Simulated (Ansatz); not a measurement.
# C (R-3m, 4 atoms in the cell): phonons and vibrational spectra, part 2 of 2

Aim: the vibrations of C (R-3m, 4 atoms in the cell), their spectra, and whether the structure is stable.

Ansatz 0.2.0; DFT LDA, scalar-relativistic, plane waves, PAW.

So far: The starting structure; Bringing the structure to rest.

### Step 3. Relaxation

The relaxation is repeated from its end on the same settings, as a check that it has come to rest.

input.yaml reads:

```yaml
crystal:
  lattice:
    - [1.2224091216, 0.7057582354, 6.8859640706]
    - [-1.2224091216, 0.7057582354, 6.8859640706]
    - [0.0, -1.4115164708, 6.8859640706]
  atoms:
    - { symbol: C, position: [0.9195511456, 0.9195511456, 0.9195511456] }
    - { symbol: C, position: [0.2528579226, 0.2528579226, 0.2528579226] }
    - { symbol: C, position: [0.7471420774, 0.7471420774, 0.7471420774] }
    - { symbol: C, position: [0.0804488544, 0.0804488544, 0.0804488544] }
kpoints:
  mp_grid: { grid: [15, 15, 15] }
hamiltonian:
  xc: lda
scf:
  occupations: { method: gaussian, width: 0.01 }
output:
  forces: true
  stress: true
  eigenvalues: true
relax:
  adjacent_minimum: "off"
  f_tol: 0.005
  max_steps: 80
  cell: { stress_tol: 0.05 }
```

Run with:

```console
> ansatz run input.yaml --threads 4 --pin off --max-ram 7168MiB --backend cpu --events-out ev --progress --plain --runs-dir out
```

Numbers of over 12 decimals in the logs are rounded to 6 here.

The log of the run:

```text
[...]
Crystal: 4 atoms, lattice volume = 35.644 Å³
Basis set: ecut = 420 eV, 683 PW (Γ), FFT grids on a1−a3, a2−a3, a3
Bands: 12, of which v1, the nominal top of the filled ones, is band 8 counted from 1 (7 counted from 0)
Symmetry: 12 space group operations
[...]
k-points: 344 of 3375
[...]
cell:  # Å, volume = 35.6442 Å³
    - [1.222409, 0.705758, 6.8859640706]
    - [-1.222409, 0.705758, 6.8859640706]
    - [0.0, -1.411516, 6.8859640706]
  atoms:
    - { symbol: C, position: [0.919551, 0.919551, 0.919551] }
    - { symbol: C, position: [0.2528579226, 0.2528579226, 0.2528579226] }
    - { symbol: C, position: [0.747142, 0.747142, 0.747142] }
    - { symbol: C, position: [0.0804488544, 0.0804488544, 0.0804488544] }
[key lines of the parts left out:]
SCF converged after 4 iterations
Free energy (F): -971.915043 eV
Fermi energy:    6.588455 eV
P = ⅓ Tr σ = -0.0062 GPa (-0.062 kbar)
```

Wall time 4.2 s (4 threads of Arm Neoverse V2, shared host); peak memory 0.42 GiB.

Little changed from the start: no atom moved by 0.005 Å and no cell edge by 0.1 %.

Numbers from this step:

```
pressure : -0.006179 GPa
```

In this step the volume went from 8.91 to 8.91 Å³/atom.

### Step 4. Relaxing to small forces for the phonons

Phonons need a cell at rest on their own settings, so the relaxation is repeated with tight tolerances on forces and stress, using the mesh and the filling of the phonon run that follows.

input.yaml: that of step 3 with these lines changed.

```diff
@@ -22,4 +22,4 @@
   adjacent_minimum: "off"
-  f_tol: 0.005
-  max_steps: 80
-  cell: { stress_tol: 0.05 }
+  f_tol: 0.001
+  max_steps: 60
+  cell: { stress_tol: 0.01 }
```

The log of the run:

```text
[...]
Crystal: 4 atoms, lattice volume = 35.644 Å³
Basis set: ecut = 420 eV, 683 PW (Γ), FFT grids on a1−a3, a2−a3, a3
Bands: 12, of which v1, the nominal top of the filled ones, is band 8 counted from 1 (7 counted from 0)
Symmetry: 12 space group operations
[...]
k-points: 344 of 3375
[...]
cell:  # Å, volume = 35.6228 Å³
    - [1.222412, 0.705760, 6.881799]
    - [-1.222412, 0.705760, 6.881799]
    - [-3.0715426329041897e-19, -1.411520, 6.881799]
  atoms:
    - { symbol: C, position: [0.919556, 0.919556, 0.919556] }
    - { symbol: C, position: [0.252862, 0.252862, 0.252862] }
    - { symbol: C, position: [0.747138, 0.747138, 0.747138] }
    - { symbol: C, position: [0.080444, 0.080444, 0.080444] }
[key lines of the parts left out:]
SCF converged after 5 iterations
Free energy (F): -971.915050 eV
Fermi energy:    6.594934 eV
P = ⅓ Tr σ = -0.0039 GPa (-0.039 kbar)
```

Run time: 11 s. Hardware: 4 threads; peak memory 0.43 GiB; 42 s of CPU time.

Little changed from the start: no atom moved by 0.005 Å and no cell edge by 0.1 %.

This step gave:

```yaml
pressure: -0.003901 GPa
gap_on_the_k_mesh: 0.2377 eV
volume_per_atom: 8.906 Å³
direct_gap_on_mesh: 0.2377 eV
```

The largest force component left is 0.025 meV/Å and the pressure is -0.004 GPa, within the tolerances set. The cell now holds 8.91 Å³/atom.

### Step 5. Zone-centre response

The zone centre comes first: it holds the modes that light can see, as far as symmetry allows. No field response is asked.

input.yaml reads:

```yaml
crystal:
  lattice:
    - [1.2224118879, 0.7057598326, 6.8817985879]
    - [-1.2224118879, 0.7057598326, 6.8817985879]
    - [0.0, -1.4115196651, 6.8817985879]
  atoms:
    - { symbol: C, position: [0.9195555372, 0.9195555372, 0.9195555372] }
    - { symbol: C, position: [0.2528621718, 0.2528621718, 0.2528621718] }
    - { symbol: C, position: [0.7471378282, 0.7471378282, 0.7471378282] }
    - { symbol: C, position: [0.0804444628, 0.0804444628, 0.0804444628] }
kpoints:
  mp_grid: { grid: [15, 15, 15] }
hamiltonian:
  xc: lda
scf:
  occupations: { method: gaussian, width: 0.01 }
output:
  eigenvalues: true
phonons:
  method: dfpt
```

The log of the run:

```text
[...]
Crystal: 4 atoms, lattice volume = 35.623 Å³
Basis set: ecut = 420 eV, 683 PW (Γ), exchange–correlation on 96×96×96 points (8 copies of the dense FFT grid, shifted against one another)
Bands: 12, of which v1, the nominal top of the filled ones, is band 8 counted from 1 (7 counted from 0)
Symmetry: 12 space group operations
k-points: 904 of 3375 (irreducible under 2 space group operations, time reversal used)
[...]
SCF iter   1: F=—  HF=-971.915892 eV  |F-HF|=—  |Δ(HF+E_count)|=         —  Δρ=5.97e-3  dr2=4.46e-3  ethr=1.77e-3  ⟨swp⟩=5.8  Hψ=62476  notcnv=0
[...]
SCF iter   8: F=-971.915051 eV  HF=-971.915051 eV  |F-HF|=1.25e-12  |Δ(HF+E_count)|=  3.08e-10  Δρ=2.82e-7  dr2=9.47e-12  ethr=1.00e-12  ⟨swp⟩=4.9  Hψ=55300  notcnv=0
SCF 1 converged in 8 iterations: F = -971.915051 eV  dr2 = 9.47e-12
[...]
DFPT response loops at Γ: preconditioner auto → Resta (q_TF=auto, 2.388 Å⁻¹)  ε∞=15.9 (no band partly filled); β = 1.00, the filter's whole step (`scf.mixing.beta` (0.50) is not read by the response loops at its default; to damp them type it under 1.00, their step now; it binds the ground state too); Broyden in place of MSR1
SCF converged after 8 iterations
Free energy (F): -971.915051 eV
[...]
Internal energy: -971.915051 eV  (E = F + TS)
E sigma→0 (E₀):  -971.915051 eV
Fermi energy:    6.594934 eV
[...]
--- Band table (eV; the first three rows and the last of 904) ---
  k-point 0: bands = [... 4 lower, 3.6137, 3.6137, 3.6152, 3.6152, 10.1896, 15.0815, 15.0815, 15.0850]
  k-point 1: bands = [... 4 lower, 3.1904, 3.2019, 3.3820, 3.3897, 10.3265, 15.1319, 15.1411, 15.5379]
  k-point 2: bands = [... 4 lower, 2.0664, 2.0929, 2.8016, 2.8142, 10.7382, 15.1586, 15.1970, 16.4443]
  k-point 903: bands = [... 4 lower, 3.1836, 3.2090, 3.3758, 3.3968, 12.4410, 13.1575, 15.1071, 15.1813]
--- Phonons (Γ-DFPT): 4 representative perturbations + reference, on 904 of 3375 k-points (Σ response iterations 12) ---
  k mesh reduced under 2 symmetry operations, with k and −k counted as one. Each operation leaves every solved perturbation unchanged. A smaller set is not used because it would not reduce the number of displacements times k-points to solve
  ASR residual: 1.257e-4 → 0.000e0 eV/Å²; symmetrization residual: 4.209e-7 eV/Å²
  ASR residual per site (eV/Å²): 1.26e-4 1.14e-4 1.14e-4 1.26e-4
  Γ frequencies (cm⁻¹): 0.00 0.00 0.00 11.27 11.27 103.65 889.12 889.32 1582.16 1582.16 1614.24 1614.24
  non-analytic LO–TO correction: not included (Born effective charges unavailable; polar crystals: no LO–TO splitting at Γ)
```

Run time: 87 s. Hardware: 4 threads; peak memory 1.5 GiB; 5.6 min of CPU time.

This step gave:

- sum-rule residual before enforcement: 1.26e-4 eV/Å²
- point group: -3m
- highest optical mode at the zone centre (no LO-TO term): 1614 cm⁻¹
- lowest optical zone-centre mode: 11.27 cm⁻¹

Patterns of degenerate modes are one choice out of their space. Modes at Γ:

| mode | frequency (cm⁻¹) | symmetry |
| --- | --- | --- |
| 1 | 0.0 | acoustic |
| 2 | 0.0 | acoustic |
| 3 | 0.0 | acoustic |
| 4 | 11.3 | Eg |
| 5 | 11.3 | Eg |
| 6 | 103.7 | A1g |
| 7 | 889.1 | A1g |
| 8 | 889.3 | A2u |
| 9 | 1582.2 | Eu |
| 10 | 1582.2 | Eu |
| 11 | 1614.2 | Eg |
| 12 | 1614.2 | Eg |

Displacements in mode 6 (103.7 cm⁻¹), the largest set to 1:
```
C1   0.00  0.00  1.00
C2   0.00  0.00  1.00
C3   0.00  0.00 -1.00
C4   0.00  0.00 -1.00
```

Displacements in mode 9 (1582.2 cm⁻¹), the largest set to 1:
```
C1   0.00 -1.00  0.00
C2   0.00  1.00  0.00
C3   0.00  1.00  0.00
C4   0.00 -1.00  0.00
```

Before it was imposed, the acoustic sum rule was missed by 1.3e-4 eV/Å². Small misses are needed for a sound result but don't prove that mesh and cutoff are converged. The lowest optical mode is real, 11.3 cm⁻¹.

### Step 6. The dispersion

Stability and thermal properties need the whole zone. Linear response on a 3×3×3 q mesh gives force constants as far as a supercell of that size would.

input.yaml: that of step 5 with these lines changed.

```diff
@@ -20 +20,9 @@
   method: dfpt
+  qmesh: [3, 3, 3]
+  temperatures: { t_max: 1000, t_step: 50 }
+  qpath:
+    path:
+      - [[0.0, 0.0, 0.0], [0.5, 0.5, 0.5], [0.82632171, 0.17367829, 0.5]]
+      - [[0.5, -0.17367829, 0.17367829], [0.5, 0.0, 0.0], [0.0, 0.0, 0.0], [0.33683915, -0.33683915, 0.0]]
+      - [[0.66316085, 0.0, 0.33683915], [0.5, 0.0, 0.5], [0.0, 0.0, 0.0]]
+    npoints: 10
```

The log of the run:

```text
Warning: phonons: the dynamical matrix that this run interpolates holds no multipole term above the dipole-dipole one, and a site of this crystal is no centre of inversion, so its interpolated transverse optical and acoustic branches and sound speeds can stay off near Gamma, and the density of states and the thermodynamics with them. What a run solves at a wave vector of phonons.qpoints, Gamma apart, where the deck admits one, is free of this, and under fd what a larger phonons.supercell samples
[...]
Crystal: 4 atoms, lattice volume = 35.623 Å³
Basis set: ecut = 420 eV, 683 PW (Γ), exchange–correlation on 96×96×96 points (8 copies of the dense FFT grid, shifted against one another)
Bands: 12, of which v1, the nominal top of the filled ones, is band 8 counted from 1 (7 counted from 0)
Symmetry: 12 space group operations
k-points: 344 of 3375
[...]
SCF iter   1: F=—  HF=-971.915902 eV  |F-HF|=—  |Δ(HF+E_count)|=         —  Δρ=5.97e-3  dr2=4.46e-3  ethr=1.77e-3  ⟨swp⟩=5.8  Hψ=23726  notcnv=0
[...]
SCF iter   8: F=-971.915051 eV  HF=-971.915051 eV  |F-HF|=5.68e-13  |Δ(HF+E_count)|=  2.97e-10  Δρ=2.78e-7  dr2=9.08e-12  ethr=1.00e-12  ⟨swp⟩=4.9  Hψ=20928  notcnv=0
SCF 1 converged in 8 iterations: F = -971.915051 eV  dr2 = 9.08e-12
[...]
SCF iter   3: F=-971.915051 eV  HF=-971.915051 eV  |F-HF|=1.25e-12  |Δ(HF+E_count)|=  2.50e-12  Δρ=1.51e-7  dr2=3.65e-12  ethr=1.00e-12  ⟨swp⟩=2.3  Hψ=9014  notcnv=0
SCF 2 converged in 3 iterations: F = -971.915051 eV  dr2 = 3.65e-12
k-points: 904 of 3375 (irreducible under 2 space group operations, time reversal used)
[...]
SCF iter   3: F=-971.915051 eV  HF=-971.915051 eV  |F-HF|=6.82e-12  |Δ(HF+E_count)|=  7.05e-12  Δρ=1.71e-7  dr2=1.04e-11  ethr=1.00e-12  ⟨swp⟩=1.0  Hψ=25312  notcnv=0
SCF 3 converged in 3 iterations: F = -971.915051 eV  dr2 = 1.04e-11
NSCF: frozen V_eff on 530 k-points
[...]
DFPT response loops at q = (0, 0, 0) (fractional): preconditioner auto → Resta (q_TF=auto, 2.388 Å⁻¹)  ε∞=15.9 (no band partly filled); β = 1.00, the filter's whole step (`scf.mixing.beta` (0.50) is not read by the response loops at its default; to damp them type it under 1.00, their step now; it binds the ground state too); Broyden in place of MSR1
[...]
SCF converged after 8 iterations
Free energy (F): -971.915051 eV
[...]
Internal energy: -971.915051 eV  (E = F + TS)
E sigma→0 (E₀):  -971.915051 eV
Fermi energy:    6.594934 eV
[...]
--- Band table (eV; the first three rows and the last of 344) ---
  k-point 0: bands = [... 4 lower, 3.6137, 3.6137, 3.6152, 3.6152, 10.1896, 15.0815, 15.0815, 15.0850]
  k-point 1: bands = [... 4 lower, 3.1904, 3.2019, 3.3820, 3.3897, 10.3265, 15.1319, 15.1411, 15.5379]
  k-point 2: bands = [... 4 lower, 2.0664, 2.0929, 2.8016, 2.8142, 10.7382, 15.1586, 15.1970, 16.4443]
  k-point 343: bands = [... 4 lower, 3.1836, 3.2090, 3.3758, 3.3968, 12.4410, 13.1575, 15.1071, 15.1813]
--- Phonons (Γ-DFPT): 4 representative perturbations + reference (Σ response iterations 12) ---
  ASR residual: 1.237e-4 → 0.000e0 eV/Å²; symmetrization residual: 1.652e-7 eV/Å²
  ASR residual per site (eV/Å²): 1.24e-4 1.06e-4 1.06e-4 1.24e-4
[...]
--- Phonons (arbitrary-q DFPT): 6 irreducible q on the 3×3×3 mesh ---
  q = [0.0000, 0.0000, 0.0000] (star 1, of the zone-centre solve; hermiticity 5.86e-9, symmetrization 2.71e-12): 0.00 0.00 0.00 11.27 11.27 103.65 889.12 889.32 1582.16 1582.16 1614.24 1614.24
  q = [0.0000, 0.0000, 0.3333] (star 6, 6 solved perturbations on 1800 of 3375 k-point pairs; hermiticity 1.19e-8, symmetrization 8.92e-15): 268.57 286.81 555.64 555.96 774.93 777.95 1018.52 1023.00 1468.71 1469.99 1566.71 1568.62
  q = [0.0000, 0.3333, 0.3333] (star 6, 4 solved perturbations in 10350 linear systems a pass and spin channel, the states on 3375 of 3375 k-point pairs; hermiticity 8.76e-9, symmetrization 7.65e-12): 271.43 284.35 555.58 556.01 775.66 777.30 1019.14 1022.26 1468.38 1470.22 1567.00 1568.28
[...]
sum rule: each row above includes the acoustic sum rule's correction from the zone centre's row sums; it moved no ω² by more than (1.67 cm⁻¹)²
  mesh force constants: q→R imaginary residual 0.00e0; ASR residual 1.237e-4 → 0.000e0 eV/Å²; symmetrization residual 3.901e-14 eV/Å²
  interpolated dispersion: 73 rows × 12 modes
  density of states and harmonic sums: on the 30×30×30 q-mesh, interpolated from the force constants of a 3×3×3 supercell (no non-analytic term)
  largest difference from the sums on the solved wave vectors: F 1.32e-2 eV, S 2.33e-5 and C_V 2.07e-5 eV/K
  zero-point energy: 0.693754 eV/cell   skipped modes (ω ≤ 0): 85, of them read as no rigid motion or as one in doubt: 82 (1.926e-2 modes/cell left out, lowest -27.83 cm⁻¹)   left out of the sums: 1.61e-3 of the cell's modes: C_V's classical limit lies that fraction below 3 k_B per atom; for a crystal, a wire or a layer, F and S can be off by more, and a phonons.interpolated_qmesh denser along its periods is the remedy for the sampling
```

Run time: 20 min. Hardware: 4 threads; peak memory 3.5 GiB; 80 min of CPU time.

Numbers from this step:

| Quantity | Value |
| --- | --- |
| sum-rule residual before enforcement | 1.24e-4 eV/Å² |
| lowest frequency on the path | -27.83 cm⁻¹ |
| highest frequency on the path or at a solved wavevector | 1621 cm⁻¹ |
| lowest mode on the q mesh (acoustic modes at Γ apart) | -26.14 cm⁻¹ |

Frequencies (cm⁻¹) solved at each irreducible wavevector; negative means imaginary. Frequencies by wavevector, by row:

| q in reciprocal lattice units | star | mode 1 | mode 2 | mode 3 | mode 4 | mode 10 | mode 11 | mode 12 |
| --- | --- | --- | --- | --- | --- | --- | --- | --- |
| 0 0 0 | 1 | 0 | 0 | 0 | 11.3 | 1582 | 1614 | 1614 |
| 0 0 0.3333 | 6 | 268.6 | 286.8 | 555.6 | 556 | 1470 | 1567 | 1569 |
| 0 0.3333 0.3333 | 6 | 271.4 | 284.4 | 555.6 | 556 | 1470 | 1567 | 1568 |
| 0 0.3333 -0.3333 | 6 | 534.6 | 535.2 | 538.5 | 539 | 1245 | 1318 | 1362 |
| 0.3333 0.3333 0.3333 | 2 | -26.1 | -26.1 | 27.6 | 27.6 | 1581 | 1616 | 1616 |
| 0.3333 0.3333 -0.3333 | 6 | 275.4 | 280.6 | 555.8 | 555.9 | 1470 | 1567 | 1568 |

Interpolated from a 3×3×3 q mesh, rough between the solved points. Phonon branches along the path, in cm⁻¹:

| point | branch 1 | branch 2 | branch 3 | branch 4 | branch 9 | branch 10 | branch 11 | branch 12 |
| --- | --- | --- | --- | --- | --- | --- | --- | --- |
| Γ | 0 | 0 | 0 | 11 | 1582 | 1582 | 1614 | 1614 |
| halfway | -24 | -24 | 26 | 26 | 1582 | 1582 | 1615 | 1615 |
| T | -28 | -28 | 29 | 29 | 1581 | 1581 | 1616 | 1616 |
| halfway | 199 | 200 | 561 | 563 | 1502 | 1510 | 1590 | 1592 |
| H2 | 525 | 528 | 545 | 549 | 1252 | 1254 | 1319 | 1362 |
| jump to H0 | 525 | 528 | 545 | 549 | 1252 | 1254 | 1319 | 1362 |
| halfway | 468 | 476 | 613 | 618 | 1313 | 1321 | 1360 | 1380 |
| L | 462 | 472 | 637 | 643 | 1376 | 1378 | 1392 | 1394 |
| halfway | 150 | 182 | 453 | 454 | 1523 | 1530 | 1602 | 1610 |
| Γ | 0 | 0 | 0 | 11 | 1582 | 1582 | 1614 | 1614 |
| halfway | 198 | 222 | 579 | 580 | 1495 | 1504 | 1586 | 1587 |
| S0 | 530 | 534 | 539 | 544 | 1245 | 1249 | 1318 | 1362 |
| jump to S2 | 530 | 534 | 539 | 544 | 1245 | 1249 | 1318 | 1362 |
| halfway | 470 | 472 | 618 | 619 | 1319 | 1324 | 1364 | 1381 |
| F | 467 | 468 | 640 | 640 | 1375 | 1379 | 1392 | 1394 |
| halfway | 153 | 180 | 453 | 454 | 1522 | 1530 | 1603 | 1610 |
| Γ | 0 | 0 | 0 | 11 | 1582 | 1582 | 1614 | 1614 |

Tetrahedra on a 30×30×30 mesh, mean over bins of 20 cm-1. Interpolated from a 3×3×3 q mesh, rough between the solved points. Phonon density of states against wavenumber; read off at these points:

| wavenumber (cm⁻¹) | phonon density of states (1/cm⁻¹/cell) |
| --- | --- |
| -30 | 3.3e-4 |
| 30 | 0.00108 |
| 90 | 0.00455 |
| 150 | 0.00397 |
| 190 | 0.00417 |
| 250 | 0.00474 |
| 310 | 0.00549 |
| 370 | 0.00655 |
| 430 | 0.00866 |
| 470 | 0.0114 |
| 490 | 0.00584 |
| 550 | 0.00435 |
| 590 | 0.00731 |
| 650 | 0.0174 |
| 710 | 0.0104 |
| 770 | 0.0101 |
| 830 | 0.00618 |
| 870 | 0.0126 |
| 890 | 0.00866 |
| 950 | 0.0034 |
| 1010 | 0.00241 |
| 1050 | 0.0027 |
| 1110 | 0.00321 |
| 1170 | 0.00392 |
| 1230 | 0.00547 |
| 1290 | 0.00446 |
| 1350 | 0.00725 |
| 1390 | 0.0196 |
| 1410 | 0.0162 |
| 1450 | 0.0118 |
| 1510 | 0.0111 |
| 1570 | 0.0140 |
| 1610 | 0.0194 |
| 1630 | 0.00397 |

Symmetry leaves 6 wavevectors to solve. The lowest mode among them, the acoustic zeros apart, lies at q = (0.333, 0.333, 0.333) and is imaginary, 26.1i cm⁻¹, so the energy falls along it.

### Step 7. Results

* space group after relaxation (within 0.01 Å): R-3m
* volume per atom: 8.91 Å³
* gap on the k-mesh: 0.238 eV
* highest optical mode at the zone centre (no LO-TO term): 1614 cm⁻¹
* lowest optical zone-centre mode: 11.3 cm⁻¹
* lowest mode on the q mesh (acoustic modes at Γ apart): -26.1 cm⁻¹
* highest frequency on the path or at a solved wavevector: 1621 cm⁻¹
* imaginary modes on the 3×3×3 q mesh: yes

What this shows: Modes are clearly imaginary (beyond 10i cm⁻¹) at 1 of the 6 irreducible wavevectors, most at q = (0.333, 0.333, 0.333) (26.1i cm⁻¹), so this structure is not a minimum of the energy. The optical modes at Γ span 11 to 1614 cm⁻¹. The q mesh stands for a supercell only 7.3 Å across, so branches between the solved wavevectors are rough. Where the field response was not run the interpolation lacks the dipole term, so the LO-TO splitting is missing from branches, density of states and sums. An optical mode within 15 cm⁻¹ of zero is at the mercy of small errors in the force constants, and even its sign is uncertain. These are harmonic frequencies at zero temperature: anharmonic shifts, linewidths and thermal expansion are left out.

[Logs are printed without paths, hosts, clocks, repeated set-up lines and the standing remarks that a program may print on its own settings, such as how far it seeks lower states.]

[Hosts, paths, dates, database ids (printed as entryN), source tags and the programs' standing remarks are cut or masked in the printed files.]
